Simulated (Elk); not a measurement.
**CmIr2: spin-resolved bands and density of states**

Aim: the bands and densities of states of CmIr2 in the lowest state of several starts.

Program: Elk 11.2.3 (patched build). Level of theory: PBE; all-electron APW+lo, Dirac cores, scalar-relativistic bands. Results are calculated unless marked as measured.

### 1. The structure

It takes space group Fd-3m (No. 227, cubic). The conventional cell has a = 7.561 Å, b = 7.561 Å, c = 7.561 Å, α = 90.00°, β = 90.00°, γ = 90.00°. Cm has 12 Ir at 3.13 Å and 4 Cm at 3.27 Å nearest. Nearest to Ir lie 6 Ir at 2.67 Å and 6 Cm at 3.13 Å. Farther neighbours are not listed.

Structure file:

```cif
data_structure
_symmetry_space_group_name_H-M 'Fd-3m:1'
_symmetry_Int_Tables_number 227
_cell_length_a 7.5610
_cell_length_b 7.5610
_cell_length_c 7.5610
_cell_angle_alpha 90.000
_cell_angle_beta 90.000
_cell_angle_gamma 90.000
_cell_volume 432.25
loop_
_atom_site_label
_atom_site_type_symbol
_atom_site_symmetry_multiplicity
_atom_site_Wyckoff_symbol
_atom_site_fract_x
_atom_site_fract_y
_atom_site_fract_z
_atom_site_occupancy
Cm1 Cm 8 b 0.00000 0.00000 0.50000 1
Ir1 Ir 16 c 0.12500 0.12500 0.12500 1
```

### 2. Ground-state run

Bands and densities of states are read from a converged potential, so the magnetic state comes first.

This is the lowest of the starts that converged (antiferro +-).

Moments are seeded by fields in the spheres (the last three columns under atoms), set against the wanted direction and reduced each loop.

elk.in

```
tasks
  0

xctype
  20

rgkmax
  7.0

nempty
  8

swidth
  0.001

reducebf
  0.7

epsengy
  1e-05

maxscl
  150

lmaxi
  3

spinpol
  .true.

sppath
  './'

avec
  0.00000000000 7.14410961415 7.14410961415
  7.14410961415 0.00000000000 7.14410961415
  7.14410961415 7.14410961415 0.00000000000

atoms
  2
  'Cm.in'
  2
  0.0000000000 0.0000000000 0.0000000000   0.000000 0.000000 -0.750000
  0.2500000000 0.2500000000 0.2500000000   0.000000 0.000000 0.750000
  'Ir.in'
  4
  0.6250000000 0.6250000000 0.6250000000   0.000000 0.000000 0.000000
  0.1250000000 0.6250000000 0.6250000000   0.000000 0.000000 0.000000
  0.6250000000 0.6250000000 0.1250000000   0.000000 0.000000 0.000000
  0.6250000000 0.1250000000 0.6250000000   0.000000 0.000000 0.000000

ngridk
  6 6 6
```

The run is started by

```console
$ OMP_NUM_THREADS=4 elk
```

Numbers of over 12 decimals in the logs are rounded to 6 here.

Output:

```text
Warning(init1): few empty states an atom for a second variation :    8.000000000
 they are its basis, with spin, DFT+U, afieldc (12 by default), in Hartree-Fock and RDMFT; 30 and more for pressures
Warning(gndstate): core states of species 2 leak from the muffin-tin :   0.1124131192E-02

--- INFO.OUT ---
┌─────────────────────────┐
│ Elk code version 11.2.3 │
└─────────────────────────┘

All units are atomic (Hartree, Bohr, etc.)

┌─────────────────────────────────────────────────┐
│ Ground-state run starting from atomic densities │
└─────────────────────────────────────────────────┘

Lattice vectors :
   0.000000000       7.144109614       7.144109614
   7.144109614       0.000000000       7.144109614
   7.144109614       7.144109614       0.000000000

Species : 1 (Cm)
 parameters loaded from : Cm.in
 name : curium
 nuclear charge    :   -96.00000000
 electronic charge :    96.00000000
 atomic mass :    450253.4561
 muffin-tin radius :    3.000000000
 number of radial points in muffin-tin :   1593
 inner part over the whole radius :   0.9921970442E-02
 number on inner part of muffin-tin    :   1148
 approximate nuclear radius :   0.1109296213E-03
 number of mesh points to nuclear radius :    609
 atomic positions (lattice), magnetic fields (Cartesian) :
  1 :   0.37500000  0.37500000  0.37500000    0.00000000  0.00000000 -0.75000000
  2 :  -0.37500000 -0.37500000 -0.37500000    0.00000000  0.00000000  0.75000000

Species : 2 (Ir)
 parameters loaded from : Ir.in
 name : iridium
 nuclear charge    :   -77.00000000
 electronic charge :    77.00000000
 atomic mass :    350390.1562
 muffin-tin radius :    2.500824177
 number of radial points in muffin-tin :   1393
 inner part over the whole radius :   0.9934736914E-02
 number on inner part of muffin-tin    :    997
 approximate nuclear radius :   0.1024342351E-03
 number of mesh points to nuclear radius :    525
 atomic positions (lattice), magnetic fields (Cartesian) :
  1 :   0.00000000  0.00000000  0.00000000    0.00000000  0.00000000  0.00000000
  2 :   0.50000000  0.00000000  0.00000000    0.00000000  0.00000000  0.00000000
  3 :   0.00000000  0.00000000  0.50000000    0.00000000  0.00000000  0.00000000
  4 :   0.00000000  0.50000000  0.00000000    0.00000000  0.00000000  0.00000000

Total number of atoms per unit cell :    6
Total muffin-tin volume :    488.2530670
 ratio of muffin-tin to unit cell volume :   0.6695309475

Spin treatment :
 spin-polarised
 global magnetic field (Cartesian) :    0.000000000       0.000000000       0.000000000
 collinear magnetisation in z-direction

Number of Bravais lattice symmetries :   48
Number of crystal symmetries         :   48
Crystal has inversion symmetry
Real symmetric eigensolver will be used

k-point grid :      6     6     6
k-point offset :    0.000000000       0.000000000       0.000000000
k-point set is reduced with full crystal symmetry group
Total number of k-points :       16

Muffin-tin radius times maximum |G+k| :    7.000000000
 using average radius
Maximum |G+k| for APW functions       :    2.624459245
Maximum (1/2)|G+k|²                   :    3.443893165
Maximum |G| for potential and density :    12.00000000
Constant for pseudocharge density :    9
 order of it for each species :   16  16
 order of it for pair densities of each species (exact exchange by exxq0 0: 16) :   12   8
Radial integration step length :    1

G-vector grid sizes :     40    40    40
Number of G-vectors :    21331

Maximum angular momentum used for
 APW functions            :    8
 outer part of muffin-tin :    6
 inner part of muffin-tin :    3

Number of empty states         :     48
Total number of valence states :    250
Total number of core states    :    348

Third-order local-orbitals added for an l without core states : T
Total number of local-orbitals :    206

Exchange-correlation functional :     20     0     0
 Perdew-Burke-Ernzerhof, Phys. Rev. Lett. 77, 3865 (1996)
 gradient requirement :    1
 generalised gradient approximation (GGA)

Smearing type :    3
 Fermi-Dirac
Smearing width :   0.1000000000E-02
Effective electronic temperature (K) :    315.7750248

Mixing type :    3
 Broyden mixing, J. Phys. A: Math. Gen. 17, L317 (1984)

Kohn-Sham potential initialised from atomic data

┌──────────────────────────────┐
│ Self-consistent loop started │
└──────────────────────────────┘

┌─────────────────┐
│ Loop number : 1 │
└─────────────────┘

Energies :
 Fermi                       :     0.240646
 sum of occupied eigenvalues :     -83611.880292036
 electron kinetic            :      160384.41811365
 core electron kinetic       :      156954.52399112
 Coulomb                     :     -292118.48770644
 Coulomb potential           :     -240803.46839258
 nuclear-nuclear             :     -12181.124704563
 electron-nuclear            :     -319369.13157372
 Hartree                     :      39431.768571847
 Madelung                    :     -171716.75351015
 xc potential                :     -3192.0137821742
 xc effective B-field        :    -0.895049
 external B-field            :      0.000000
 exchange                    :     -2402.3823434911
 correlation                 :     -31.115968002077
 electron entropic           :    -0.41657905137120E-03
 total energy                :     -134167.56832086
 (external B-field energy excluded from total)

Density of states at Fermi energy :    129.2184012
 (states/Hartree/unit cell)

Estimated indirect band gap :   0.8808706732E-03
 from k-point 10 to k-point 11
Estimated direct band gap   :   0.8871118720E-02
 at k-point 9

Charges :
 core                        :    348.0000000
 valence                     :    152.0000000
 interstitial                :    9.211968577
 muffin-tins (core leakage)
  species : 1 (Cm)
   atom 1                    :    94.19148706     (  0.3880600877E-04)
   atom 2                    :    94.19148706     (  0.3880600877E-04)
  species : 2 (Ir)
   atom 1                    :    75.60126433     (  0.1203341822E-02)
   atom 2                    :    75.60126433     (  0.1203341822E-02)
   atom 3                    :    75.60126433     (  0.1203341822E-02)
   atom 4                    :    75.60126433     (  0.1203341822E-02)
 total in muffin-tins        :    490.7880314
 total calculated charge     :    499.9900094
 total charge                :    500.0000000
 error                       :   0.9990574094E-02

Moments :
 interstitial                :   0.4441785101E-16
 muffin-tins
  species : 1 (Cm)
   atom 1                    :    6.546402407
   atom 2                    :   -6.546402407
  species : 2 (Ir)
   atom 1                    :  -0.3710469321E-21
   atom 2                    :  -0.3710469321E-21
   atom 3                    :  -0.3710469321E-21
   atom 4                    :  -0.3710469321E-21
 total in muffin-tins        :  -0.1484187729E-20
 total moment                :   0.4441636682E-16

[... earlier loops left out ...]

┌──────────────────┐
│ Loop number : 25 │
└──────────────────┘

Energies :
 Fermi                       :     0.422260
 sum of occupied eigenvalues :     -83542.504796049
 electron kinetic            :      160415.35773265
 core electron kinetic       :      156959.31840599
 Coulomb                     :     -292145.98592449
 Coulomb potential           :     -240770.89201959
 nuclear-nuclear             :     -12181.124704563
 electron-nuclear            :     -319457.63423035
 Hartree                     :      39492.773010422
 Madelung                    :     -171760.53991469
 xc potential                :     -3186.0350004587
 xc effective B-field        :    -0.935480
 external B-field            :      0.000000
 exchange                    :     -2403.8457111763
 correlation                 :     -31.120901100992
 electron entropic           :    -0.36697496646460E-03
 total energy                :     -134165.59517109
 (external B-field energy excluded from total)

Density of states at Fermi energy :    106.8099579
 (states/Hartree/unit cell)

Estimated indirect band gap :   0.1295823351E-02
 from k-point 10 to k-point 5
Estimated direct band gap   :   0.5152265487E-02
 at k-point 10

Charges :
 core                        :    348.0000000
 valence                     :    152.0000000
 interstitial                :    8.775150058
 muffin-tins (core leakage)
  species : 1 (Cm)
   atom 1                    :    94.55875489     (  0.3627859921E-04)
   atom 2                    :    94.55875489     (  0.3627859921E-04)
  species : 2 (Ir)
   atom 1                    :    75.52683504     (  0.1124131192E-02)
   atom 2                    :    75.52683504     (  0.1124131192E-02)
   atom 3                    :    75.52683504     (  0.1124131192E-02)
   atom 4                    :    75.52683504     (  0.1124131192E-02)
 total in muffin-tins        :    491.2248499
 total calculated charge     :    499.9904135
 total charge                :    500.0000000
 error                       :   0.9586466309E-02

Moments :
 interstitial                :   0.7725204053E-17
 muffin-tins
  species : 1 (Cm)
   atom 1                    :    6.695914515
   atom 2                    :   -6.695914515
  species : 2 (Ir)
   atom 1                    :   0.2849050140E-21
   atom 2                    :   0.2849050140E-21
   atom 3                    :   0.2849050140E-21
   atom 4                    :   0.2849050140E-21
 total in muffin-tins        :   0.1139620056E-20
 total moment                :   0.7726343673E-17

┌──────────────────────────────┐
│ Self-consistent loop stopped │
└──────────────────────────────┘

Warning : core states of species 2 leak from the muffin-tin :   0.1124131192E-02

Wrote STATE.OUT
```

It took 6.6 min on 4 threads of Arm Neoverse V2, shared host; peak memory 1 GiB.

Spin moment in the muffin-tin sphere by atom:

| atom | spin moment in the muffin-tin sphere (μB) |
| --- | --- |
| Cm1 | 6.70 |
| Cm2 | -6.70 |
| Ir3 | 0.00 |
| Ir4 | 0.00 |
| Ir5 | 0.00 |
| Ir6 | 0.00 |

Read from the output:

```
density of states at the Fermi level : 3.925 states/eV/cell
moment between the spheres           : 0 μB
magnetization                        : 0 μB
final state                          : antiferromagnetic
```

### 3. Levels along a path and on the mesh

The potential is kept. Point names follow a standard table for this cell's lattice and can differ from other conventions. The density of states is interpolated from the levels on the mesh (so its value at the Fermi level can differ from the smeared one of the ground-state run), and the bands are solved anew along a path of special points.

Edit elk.in of step 2 so:

```diff
@@ -1,3 +1,7 @@
 tasks
-  0
+  10
+  20
+  15
+  33
+  73
 
@@ -42,4 +46,4 @@
   2
-  0.0000000000 0.0000000000 0.0000000000   0.000000 0.000000 -0.750000
-  0.2500000000 0.2500000000 0.2500000000   0.000000 0.000000 0.750000
+  0.0000000000 0.0000000000 0.0000000000   0.000000 0.000000 -0.000750
+  0.2500000000 0.2500000000 0.2500000000   0.000000 0.000000 0.000750
   'Ir.in'
@@ -53 +57,22 @@
   6 6 6
+
+wplot
+  300 60 1
+  -0.35000 0.25000
+
+plot1d
+  7 84
+  0.00000000 0.00000000 0.00000000
+  -0.50000000 -0.50000000 0.00000000
+  -0.37500000 -0.37500000 0.25000000
+  -0.37500000 0.00000000 0.37500000
+  0.00000000 0.00000000 0.00000000
+  0.00000000 0.00000000 0.50000000
+  -0.50000000 -0.25000000 0.25000000
+
+plot3d
+  0 0 0
+  1 0 0
+  0 1 0
+  0 0 1
+  27 27 27
```

The run is started by

```console
$ OMP_NUM_THREADS=4 elk
```

Output:

```text
┌─────────────────────────────────┐
│ Elk code version 11.2.3 started │
└─────────────────────────────────┘

Info(readinput): the functional depends on the density's gradient
 muffin-tin radial points multiplied by    2.00000
 (not where nrmtscf is given)

┌───────────────────┐
│ Current task : 10 │
└───────────────────┘
Info(checkmt): changed muffin-tin radius of species 2 (Ir) from   2.8000 to   2.5008

Info(findsymcrys): atomic basis shift (lattice) :
  0.3750000000      0.3750000000      0.3750000000
See GEOMETRY.OUT for new atomic positions

Info(writedos):
 Total density of states written to TDOS.OUT

 Partial density of states written to PDOS_Sss_Aaaaa.OUT
 for all species and atoms

 Spin-quantisation axis :    0.000000000       0.000000000       1.000000000

 Eigenvalues of a random matrix symmetrised with the site
 symmetries in the Yₗₘ basis written to ELMIREP.OUT for all
 species and atoms. Degenerate eigenvalues correspond to
 irreducible representations of each site symmetry group

 Interstitial density of states written to IDOS.OUT

 Fermi energy is at zero in plots

 DOS units are states/Hartree/unit cell

┌───────────────────┐
│ Current task : 20 │
└───────────────────┘

Info(bandstr):
 Band structure plot written to BAND.OUT

 Fermi energy is at zero in plot

 Vertex location lines written to BANDLINES.OUT

┌───────────────────┐
│ Current task : 15 │
└───────────────────┘

Warning(init1): few empty states an atom for a second variation :    8.000000000
 they are its basis, with spin, DFT+U, afieldc (12 by default), in Hartree-Fock and RDMFT; 30 and more for pressures

Info(writelsj):
 muffin-tin L, S and J expectation values written to LSJ.OUT

┌───────────────────┐
│ Current task : 33 │
└───────────────────┘

Info(rhoplot): 3D density plot written to RHO3D.OUT

┌───────────────────┐
│ Current task : 73 │
└───────────────────┘

Info(vecplot):
 3D magnetisation density written to MAG3D.OUT

┌──────────────────┐
│ Elk code stopped │
└──────────────────┘
```

It took 3.8 min on 4 threads; peak memory 1.4 GiB; 12 min of CPU time.

Electronic bands along the path, in eV, zero at the Fermi level; # counts the bands kept:

| point | up #27 | up #28 | up #29 | up #30 | down #27 | down #28 | down #29 | down #30 |
| --- | --- | --- | --- | --- | --- | --- | --- | --- |
| Γ | -0.53 | 0.52 | 0.58 | 0.58 | -0.53 | 0.52 | 0.58 | 0.58 |
| halfway | 0.01 | 0.01 | 0.04 | 0.09 | 0.01 | 0.01 | 0.04 | 0.09 |
| X | -0.57 | -0.53 | -0.47 | 0.41 | -0.57 | -0.53 | -0.47 | 0.41 |
| 0.43 of the way | -0.71 | -0.45 | -0.26 | 0.52 | -0.71 | -0.45 | -0.26 | 0.52 |
| U | -1.01 | -0.30 | 0.11 | 0.74 | -1.01 | -0.30 | 0.11 | 0.74 |
| 0.55 of the way | -0.96 | -0.18 | 0.29 | 0.75 | -0.96 | -0.18 | 0.29 | 0.75 |
| K | -1.01 | -0.30 | 0.11 | 0.74 | -1.01 | -0.30 | 0.11 | 0.74 |
| 0.47 of the way | -0.36 | -0.03 | 0.13 | 0.72 | -0.36 | -0.03 | 0.13 | 0.72 |
| Γ | -0.53 | 0.52 | 0.58 | 0.58 | -0.53 | 0.52 | 0.58 | 0.58 |
| 0.53 of the way | -0.22 | -0.22 | 0.41 | 0.71 | -0.22 | -0.22 | 0.41 | 0.71 |
| L | -0.25 | -0.25 | 0.51 | 0.84 | -0.25 | -0.25 | 0.51 | 0.84 |
| 0.54 of the way | -0.85 | -0.24 | 0.55 | 0.69 | -0.85 | -0.24 | 0.55 | 0.69 |
| W | -1.00 | -0.10 | 0.07 | 0.81 | -1.00 | -0.10 | 0.07 | 0.81 |

The density of states has structure finer than the step of the table below, so its rows give means over 0.5 eV, whole bins alone (the curve runs from -9.52 to 6.75 eV). Peaks (eV: height): up -3.65: 5.82, -2.45: 16.1, -0.87: 6.30, 1.47: 16.1; down -3.65: 5.82, -2.45: 16.1, -0.87: 6.30, 1.47: 16.1; Cm1 f up -2.45: 12.6; Cm1 f down 0.93: 2.38, 1.47: 13.6; Ir3 d up -3.92: 0.966, -3.65: 0.863, -0.87: 1.12, -0.27: 0.930.

Table of density of states by energy, zero at the Fermi level; means over each step; values in states/eV/cell:

| energy (eV) | up | down | Cm1 f up | Cm1 f down | Ir3 d up | Ir3 d down |
| --- | --- | --- | --- | --- | --- | --- |
| -9.0 | 0.0101 | 0.0101 | 0 | 0 | 3.6e-4 | 3.6e-4 |
| -8.5 | 0.130 | 0.130 | 1.4e-4 | 9.6e-5 | 0.00538 | 0.00537 |
| -8.0 | 0.264 | 0.264 | 3.2e-4 | 1.7e-4 | 0.0135 | 0.0135 |
| -7.5 | 0.517 | 0.517 | 4.8e-4 | 2.2e-4 | 0.0343 | 0.0343 |
| -7.0 | 0.689 | 0.689 | 4.9e-4 | 2.3e-4 | 0.0468 | 0.0468 |
| -6.5 | 0.398 | 0.398 | 2.5e-4 | 2.3e-4 | 0.0267 | 0.0267 |
| -6.0 | 0.942 | 0.943 | 0.00525 | 0.00185 | 0.104 | 0.103 |
| -5.5 | 2.47 | 2.47 | 0.0275 | 0.00913 | 0.290 | 0.288 |
| -5.0 | 3.17 | 3.17 | 0.0558 | 0.0154 | 0.434 | 0.436 |
| -4.5 | 3.37 | 3.37 | 0.0841 | 0.0178 | 0.489 | 0.490 |
| -4.0 | 4.14 | 4.14 | 0.185 | 0.0256 | 0.697 | 0.694 |
| -3.5 | 4.41 | 4.41 | 0.385 | 0.0291 | 0.626 | 0.628 |
| -3.0 | 5.70 | 5.70 | 1.61 | 0.0444 | 0.638 | 0.638 |
| -2.5 | 10.8 | 10.8 | 7.57 | 0.0626 | 0.464 | 0.464 |
| -2.0 | 6.50 | 6.50 | 2.69 | 0.0436 | 0.596 | 0.596 |
| -1.5 | 3.08 | 3.08 | 0.444 | 0.0415 | 0.402 | 0.400 |
| -1.0 | 4.90 | 4.90 | 0.442 | 0.144 | 0.830 | 0.830 |
| -0.5 | 3.02 | 3.02 | 0.126 | 0.121 | 0.543 | 0.545 |
| 0.0 | 2.11 | 2.11 | 0.0288 | 0.121 | 0.358 | 0.358 |
| 0.5 | 3.33 | 3.33 | 0.0556 | 0.748 | 0.343 | 0.343 |
| 1.0 | 3.30 | 3.30 | 0.0327 | 2.01 | 0.112 | 0.112 |
| 1.5 | 10.6 | 10.6 | 0.0456 | 8.60 | 0.290 | 0.290 |
| 2.0 | 1.99 | 1.99 | 0.0178 | 0.882 | 0.105 | 0.105 |
| 2.5 | 2.64 | 2.64 | 0.0171 | 0.268 | 0.241 | 0.241 |
| 3.0 | 2.68 | 2.68 | 0.0205 | 0.204 | 0.223 | 0.223 |
| 3.5 | 3.38 | 3.38 | 0.0184 | 0.143 | 0.323 | 0.323 |
| 4.0 | 1.04 | 1.04 | 0.00750 | 0.0565 | 0.0943 | 0.0942 |
| 4.5 | 0.584 | 0.584 | 0.00493 | 0.0357 | 0.0354 | 0.0353 |
| 5.0 | 1.16 | 1.16 | 0.0228 | 0.0457 | 0.0665 | 0.0665 |
| 5.5 | 0.685 | 0.685 | 0.0124 | 0.0238 | 0.0369 | 0.0370 |
| 6.0 | 1.04 | 1.04 | 0.0164 | 0.0284 | 0.0457 | 0.0458 |

### 4. What came out

```json
{"state": "antiferromagnetic", "largest moment": "6.70 μB"}
```

What this shows: Right at the Fermi level (the table gives means over its steps) the density of states is 1.3 states/eV a cell for spin up and 1.3 for spin down. Within the window shown, the centres of the Cm1 f states of the two spins lie 3.7 eV apart, a rough measure of the splitting of the spins. The state is the lowest of the starts that converged. These are Kohn–Sham levels without spin–orbit coupling. Open f shells have many stationary orbital fillings, so the state need not be the lowest, and spin-only moments miss the orbital part. Spin–orbit coupling, which these energies lack, is strong in these shells and can change the state in kind.

[Logs and program files are shortened in this print: banners, set-up blocks, solver, clock and traceback lines can be left out without a mark of their own.]

[Logs are printed without paths, hosts, clocks, repeated set-up lines and the standing remarks that a program may print on its own settings, such as how far it seeks lower states.]

[Hosts, paths, dates, database ids (printed as entryN), source tags and the programs' standing remarks are cut or masked in the printed files.]

[Where a cell is said to come from a database of computed structures, the database is the Materials Project.]
